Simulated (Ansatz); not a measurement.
Consider KOsF3 (cubic perovskite) (Pm-3m).

The structure was built from a prototype and need not be the compound's stable phase.

```cif
data_structure
_symmetry_space_group_name_H-M 'P 1'
_symmetry_Int_Tables_number 1
_cell_length_a 4.2657
_cell_length_b 4.2657
_cell_length_c 4.2657
_cell_angle_alpha 90.000
_cell_angle_beta 90.000
_cell_angle_gamma 90.000
_cell_volume 77.62
loop_
_atom_site_label
_atom_site_type_symbol
_atom_site_fract_x
_atom_site_fract_y
_atom_site_fract_z
_atom_site_occupancy
K1 K 0.00000 0.00000 0.00000 1
Os2 Os 0.50000 0.50000 0.50000 1
F3 F 0.50000 0.50000 0.00000 1
F4 F 0.50000 0.00000 0.50000 1
F5 F 0.00000 0.50000 0.50000 1
```

The structure was relaxed with PBE. The structure type comes from a generator and need not be one that this composition takes. The structure was generated from a model, not taken from a measurement. The runs that relaxed it are not among those shown. The program's search for lower electronic states was switched off, so nothing shows that the state found is the lowest. Spin-orbit coupling is left out unless a run names it. PAW set soft_2, made with PBE.

A constrained-RPA run (Ansatz 0.2.0; non-magnetic PBE; Os d + anion p, bands v12 to c2, 4×4×4 mesh, medium accuracy) builds 14 functions on bands 13 eV wide, with 24.0 electrons in the window. The bare on-site interaction is 14.3 eV and the bare J 0.57 eV.

**Question.** Estimate U, U′ and J.

On the Os d shell, U = 6.92 eV (48 % of the bare value), U′ = 6.04 eV, J = 0.41 eV.

The parent state is non-magnetic and the interaction static (zero frequency); U depends on the window and the orbitals, so it belongs to this model alone. Spin-orbit coupling, which is strong for atoms this heavy, is left out. A window that holds the anion p bands defines a model with explicit ligands; its U belongs to that model and is not the U of DFT+U.

[Paths, hosts, dates, memory and timing lines, banners, echoed tables and standing remarks are left out of the program output.]

[Logs are printed without paths, hosts, clocks, repeated set-up lines and the standing remarks that a program may print on its own settings, such as how far it seeks lower states.]

[Runs of the session that timed out or met a known fault of the program may be left out.]

[Hosts, paths, dates, database ids (printed as entryN), source tags and the programs' standing remarks are cut or masked in the printed files.]
